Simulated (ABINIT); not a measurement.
# Rb2Pd (Fm-3m): G0W0 with and without spin-orbit coupling

Is the spin-orbit change of the gap of Rb2Pd (Fm-3m) the same in DFT and in GW?

Method: PBEsol and many-body steps on it, plane waves, in ABINIT 10.8.3.

Report form: the programs' logs are mostly left out.

In doubt: a PseudoDojo file used here is known to give poor structures and forces, which bears on pressures, cells, forces and phonons.

### 1. Starting point

Symmetry: Fm-3m, No. 225, cubic system. The conventional cell has a = 8.246 Å, b = 8.246 Å, c = 8.246 Å, α = 90.00°, β = 90.00°, γ = 90.00°. Nearest to Rb lie 4 Pd at 3.57 Å. Pd has 8 Rb at 3.57 Å nearest. Farther neighbours are not listed.

The cell and positions are those that the Materials Project relaxed with its own functionals (PBE, PBE+U or r2SCAN), kept fixed.

### 2. Empty states on the mesh, 2×2×2 mesh, 94 bands

This step: ABINIT 10.8.3; DFT, PBEsol, plane waves, norm-conserving pseudopotentials.

The sums over transitions need many empty states on a uniform mesh; this step solves for them.

The input, run.abi:

```
acell 3*1.0 Angstrom
rprim 
  -0.000000000000 4.123218000000 4.123218000000
  4.123218000000 0.000000000000 4.123218000000
  4.123218000000 4.123218000000 0.000000000000
ntypat 2
znucl 37 46
natom 3
typat 1 1 2
xred 
  0.250000000000 0.250000000000 0.250000000000
  0.750000000000 0.750000000000 0.750000000000
  0.000000000000 0.000000000000 0.000000000000
pp_dirpath "pseudos"
pseudos "Rb.upf, Pd.upf"
ecut 37
ngkpt 2 2 2
nshiftk 1
shiftk 0 0 0
kptopt 1
chksymbreak 0
iscf -2
irdden 1
istwfk *1
nband 94
nbdbuf 8
tolwfr 1e-09
nstep 60
prtvol 0
indata_prefix "in"
outdata_prefix "out"
tmpdata_prefix "tmp"
```

Launch:

```bash
> OMP_NUM_THREADS=1 mpirun -n 8 abinit run.abi > log
```

Wall time 83 s (8 MPI ranks of Arm Neoverse N1, shared host); peak memory 0.71 GiB.

Numbers from this step:

| Item | Value |
| --- | --- |
| gap | 0.8591 eV |
| k of the valence top | 0.5, 0.5, 0 |
| k of the conduction bottom | 0.5, 0, 0 |
| least direct gap | 0.8898 eV |
| k points computed | 3 |
| lowest point of the top converged band, above the valence top | 31.65 eV |

On this mesh the gap is 0.859 eV.

The density comes from a self-consistent run that is not shown.

### 3. Screening, 2×2×2 mesh, 86 bands, screening to 98 eV

The RPA dielectric matrix is built and inverted for each q.

This step: RPA screening on PBEsol, plane waves, norm-conserving pseudopotentials.

Edit run.abi of step 2 so:

```diff
@@ -21,10 +21,11 @@
 chksymbreak 0
-iscf -2
-irdden 1
 istwfk *1
-nband 94
-nbdbuf 8
-tolwfr 1e-09
-nstep 60
-prtvol 0
+occopt 1
+irdwfk 1
+optdriver 3
+nband 86
+ecuteps 3.6
+inclvkb 0
+awtr 1
+symchi 1
 indata_prefix "in"
```

It took 14 s on 8 MPI ranks; peak memory 1.6 GiB.

Numbers from this step:

```yaml
eps_infinity_with_local_fields_on_this_mesh_along_the_program_s_q_direction: 22.02
the_same_without_local_fields: 32.89
plasma_frequency: 18.82 eV
plane_waves_in_the_screening_matrix: 331
```

Local fields lower ε∞ by 33 %. On a Γ-centred mesh this coarse the value itself is usually too large, while a short band sum pulls it down.

### 4. Scalar-relativistic

The self-energy is evaluated for the states that the input lists, and the levels follow from it, in one-shot runs by the linearised quasiparticle equation.

This step: G0W0 on PBEsol, plane waves, norm-conserving pseudopotentials.

Edit run.abi of step 3 so:

```diff
@@ -24,8 +24,19 @@
 irdwfk 1
-optdriver 3
+optdriver 4
 nband 86
+gwcalctyp 0
+ecutsigx 37
+symsigma 1
+nkptgw 3
+kptgw 
+  0.5000000000 0.5000000000 0.0000000000
+  0.5000000000 0.0000000000 0.0000000000
+  0.0000000000 0.0000000000 0.0000000000
+bdgw 
+  17 20
+  16 21
+  16 21
 ecuteps 3.6
-inclvkb 0
-awtr 1
-symchi 1
+irdscr 1
+ppmodel 1
 indata_prefix "in"
```

The job ended after 17 s (8 MPI ranks; peak memory 2.2 GiB).

Numbers from this step:

* G0W0 gap on the points computed: 1.408 eV
* starting gap on the mesh: 0.8591 eV
* k of the valence top: 0.5, 0.5, 0
* k of the conduction bottom: 0.5, 0, 0
* Z at the valence top: 0.767
* Z at the conduction bottom: 0.791
* least direct G0W0 gap on the computed points: 1.582 eV

The gap on the mesh goes from 0.86 eV to 1.41 eV, a correction of +0.55 eV.

### 5. Empty states on the mesh, 2×2×2 mesh, 188 bands

This step: DFT, PBEsol with spin-orbit coupling, plane waves, norm-conserving pseudopotentials.

Edit run.abi of step 4 so:

```diff
@@ -16,2 +16,3 @@
 ecut 37
+nspinor 2
 ngkpt 2 2 2
@@ -21,22 +22,10 @@
 chksymbreak 0
+iscf -2
+irdden 1
 istwfk *1
-occopt 1
-irdwfk 1
-optdriver 4
-nband 86
-gwcalctyp 0
-ecutsigx 37
-symsigma 1
-nkptgw 3
-kptgw 
-  0.5000000000 0.5000000000 0.0000000000
-  0.5000000000 0.0000000000 0.0000000000
-  0.0000000000 0.0000000000 0.0000000000
-bdgw 
-  17 20
-  16 21
-  16 21
-ecuteps 3.6
-irdscr 1
-ppmodel 1
+nband 188
+nbdbuf 16
+tolwfr 1e-09
+nstep 60
+prtvol 0
 indata_prefix "in"
```

It took 8.3 min on 8 MPI ranks; peak memory 0.89 GiB.

Numbers from this step:

| Quantity | Value |
| --- | --- |
| gap | 0.8602 eV |
| k of the valence top | 0.5, 0.5, 0 |
| k of the conduction bottom | 0.5, 0, 0 |
| least direct gap | 0.8895 eV |
| k points computed | 3 |
| lowest point of the top converged band, above the valence top | 31.63 eV |

On this mesh the gap is 0.860 eV.

The density comes from a self-consistent run that is not shown, made with spin-orbit coupling and fully relativistic files.

### 6. Screening, 2×2×2 mesh, 172 bands, screening to 98 eV

This step: RPA screening on PBEsol with spin-orbit coupling, plane waves, norm-conserving pseudopotentials.

Edit run.abi of step 5 so:

```diff
@@ -22,10 +22,11 @@
 chksymbreak 0
-iscf -2
-irdden 1
 istwfk *1
-nband 188
-nbdbuf 16
-tolwfr 1e-09
-nstep 60
-prtvol 0
+occopt 1
+irdwfk 1
+optdriver 3
+nband 172
+ecuteps 3.6
+inclvkb 0
+awtr 1
+symchi 1
 indata_prefix "in"
```

Wall time 76 s (8 MPI ranks); peak memory 3.8 GiB.

Numbers from this step:

* ε∞ with local fields, on this mesh, along the program's q direction: 22.20
* the same without local fields: 33.15
* plasma frequency: 18.82 eV
* plane waves in the screening matrix: 331

### 7. With spin-orbit coupling

This step: G0W0 on PBEsol with spin-orbit coupling, plane waves, norm-conserving pseudopotentials.

Edit run.abi of step 6 so:

```diff
@@ -25,8 +25,19 @@
 irdwfk 1
-optdriver 3
+optdriver 4
 nband 172
+gwcalctyp 0
+ecutsigx 37
+symsigma 0
+nkptgw 3
+kptgw 
+  0.5000000000 0.5000000000 0.0000000000
+  0.5000000000 0.0000000000 0.0000000000
+  0.0000000000 0.0000000000 0.0000000000
+bdgw 
+  33 40
+  33 40
+  31 42
 ecuteps 3.6
-inclvkb 0
-awtr 1
-symchi 1
+irdscr 1
+ppmodel 1
 indata_prefix "in"
```

It took 3.6 min on 8 MPI ranks; peak memory 5.3 GiB.

This step gave:

```
G0W0 gap on the points computed              : 1.394 eV
starting gap on the mesh                     : 0.8602 eV
k of the valence top                         : 0.5, 0.5, 0
k of the conduction bottom                   : 0.5, 0, 0
Z at the valence top                         : 0.698
Z at the conduction bottom                   : 0.791
least direct G0W0 gap on the computed points : 1.454 eV
```

Against G0W0 in ABINIT (2×2×2 mesh, 86 bands, screening to 98 eV, Godby-Needs plasmon pole), the gap moves by −0.014 eV.

### 8. The runs together

Times are wall times on 8 MPI ranks of Arm Neoverse N1, shared host, good to a factor of about two. A run's time includes the screening step that it read.

```csv
run,mesh,bands,screening cutoff (eV),DFT gap (eV),gap on the mesh (eV),direct (eV),ε∞ used,time
scalar-relativistic,2×2×2,86,98,0.859,1.408,1.582,22.02,31 s
with spin-orbit coupling,2×2×2,172,98,0.860,1.394,1.454,22.20,4.9 min
```

### 9. Results

| Property | Result |
| --- | --- |
| scalar-relativistic | 1.408 eV |
| with spin-orbit coupling | 1.394 eV |
| known limits | not at the basis limit; screening head approximate; no spin polarisation; d states lean on the start; no spin-orbit coupling in some runs; coarse k mesh |

What this shows: With spin-orbit coupling: −0.014 eV against scalar-relativistic. Bands and cutoff are finite, so the gap is not at the basis limit. The miss can reach some tenths of an eV and take either sign; the mesh is an error of its own. The 2×2×2 mesh is coarse for this cell, which bears on the long-range parts of exchange and screening. The long-wavelength limit of the screening leaves out the non-local commutator, which shifts ε∞. The runs have no spin polarisation. For a closed low-spin shell that is the natural state; where a d or f shell is open it is a constraint, and the gap is then not the crystal's own. With d states at the gap, one-shot GW leans hard on its start.

[Paths, hosts, dates, memory and timing lines, banners, echoed tables and standing remarks are left out of the program output.]

[Logs are printed without paths, hosts, clocks, repeated set-up lines and the standing remarks that a program may print on its own settings, such as how far it seeks lower states.]

[Runs of the session that timed out or met a known fault of the program may be left out.]

[Hosts, paths, dates, database ids (printed as entryN), source tags and the programs' standing remarks are cut or masked in the printed files.]

[G0W0 gaps are taken among the corrected bands and points alone; a level outside them can change the order at an edge.]

[Where Ansatz stands beside ABINIT at settings called matched, ABINIT's density can come from a denser mesh and the files from another edition; pairs whose starting gaps differed by over 0.03 eV were left out, so agreement reads better than it is.]
